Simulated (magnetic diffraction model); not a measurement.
**Which magnetic order? HoHf3B2**

Space group P6/mmm (no. 191), a = 5.8850 Å, c = 3.2800 Å.

```
site  atom    x    y    z
  3g    Hf    0  1/2  1/2
  1a    Ho    0    0    0
  2c     B  2/3  1/3    0
```

The compound is invented for this exercise: a known structure type with other elements, its cell scaled to their sizes and not relaxed.

Only Ho is taken to order (form factors of Ho3+); orders and moment sizes are assumed, and not adapted to the symmetry. Radiation: neutrons of λ = 2.41 Å (absorption by B left out), 5° to 80°; isotropic B of 0.41 Å² (Hf), 0.42 Å² (Ho) and 0.72 Å² (B). Simulated constant-wavelength pattern: nuclear and magnetic terms add, the magnetic one as |2.695 fm × Σ f S⊥ exp(2πi Q·r) exp(−B s²)|², summed over all Q at one angle with the factor 1/(sin²θ cos θ). For collinear order S is the moment m, which repeats by lattice and centring translations R with the sign exp(−2πi k·R). Free-ion form factors, Sears's scattering lengths of 1992, no absorption; a label names one of the reflections at its angle. The strongest nuclear line in the range is 100, and lines under 0.2 are left out.

Above the ordering temperature:

```
2θ (°)    index      I
 27.35  (1 0 0)    8.7
 43.11  (0 0 1)    1.1
 48.35  (1 1 0)   14.4
 51.81  (1 0 1)   24.0
 56.44  (2 0 0)   63.5
 66.75  (1 1 1)  100.0
 73.57  (2 0 1)   52.6
 77.44  (2 1 0)    2.9
```

Below it (cell unchanged):

```
2θ (°)      I
 25.23   57.3
 27.35    8.7
 31.93   41.7
 42.53   36.6
 43.11    1.1
 47.08   11.6
 48.35   14.4
 51.81   24.0
 55.31   25.4
 56.44   63.5
 66.33   11.5
 66.75  100.0
 68.61    7.7
 69.78   13.1
 72.01    7.1
 73.57   52.6
 76.48    3.8
 77.44    2.9
 78.64   11.2
 79.75    6.1
```

**Question.** Check that the new lines index with k = (1/2 0 1/2), then choose among these models:
A. collinear moments along [100], 6.8 μB on Ho
B. collinear moments along [101], 6.8 μB on Ho
C. collinear moments along [001], 6.8 μB on Ho

The new lines index as (1/2 0 1/2) at 25.23°, (1/2 -1 1/2) at 31.93°, (1/2 1 1/2) at 42.53° and (3/2 0 1/2) at 47.08°, that is as H ± k with k = (1/2 0 1/2), one of 3 inequivalent arms of its star (k and −k counted as one), which a powder can't tell apart. Half indices mean that the moments reverse under translations with k·R a half-integer, and the magnetic cell has twice the primitive volume.

Magnetic intensity, observed (below minus above) and for each model:

| 2θ (°) | index | observed | A | B | C |
| --- | --- | --- | --- | --- | --- |
| 25.23 | (1/2 0 1/2) | 57.3 | 67.2 | 57.3 | 25.2 |
| 31.93 | (1/2 -1 1/2) | 41.7 | 45.5 | 41.7 | 29.3 |
| 42.53 | (1/2 1 1/2) | 36.6 | 34.7 | 36.6 | 42.8 |
| 47.08 | (3/2 0 1/2) | 11.6 | 9.5 | 11.6 | 18.3 |
| 66.33 | (3/2 1 1/2) | 11.5 | 8.9 | 11.5 | 19.6 |
| 68.61 | (1/2 0 3/2) | 7.7 | 9.9 | 7.7 | 0.5 |
| 72.01 | (1/2 -1 3/2) | 7.1 | 9.0 | 7.1 | 1.1 |
| 78.64 | (1/2 1 3/2) | 11.2 | 13.5 | 11.2 | 3.8 |

Model B matches.

The structure used: k = (1/2 0 1/2), collinear moments along [101], 6.8 μB on Ho.

[Logs are printed without paths, hosts, clocks, repeated set-up lines and the standing remarks that a program may print on its own settings, such as how far it seeks lower states.]
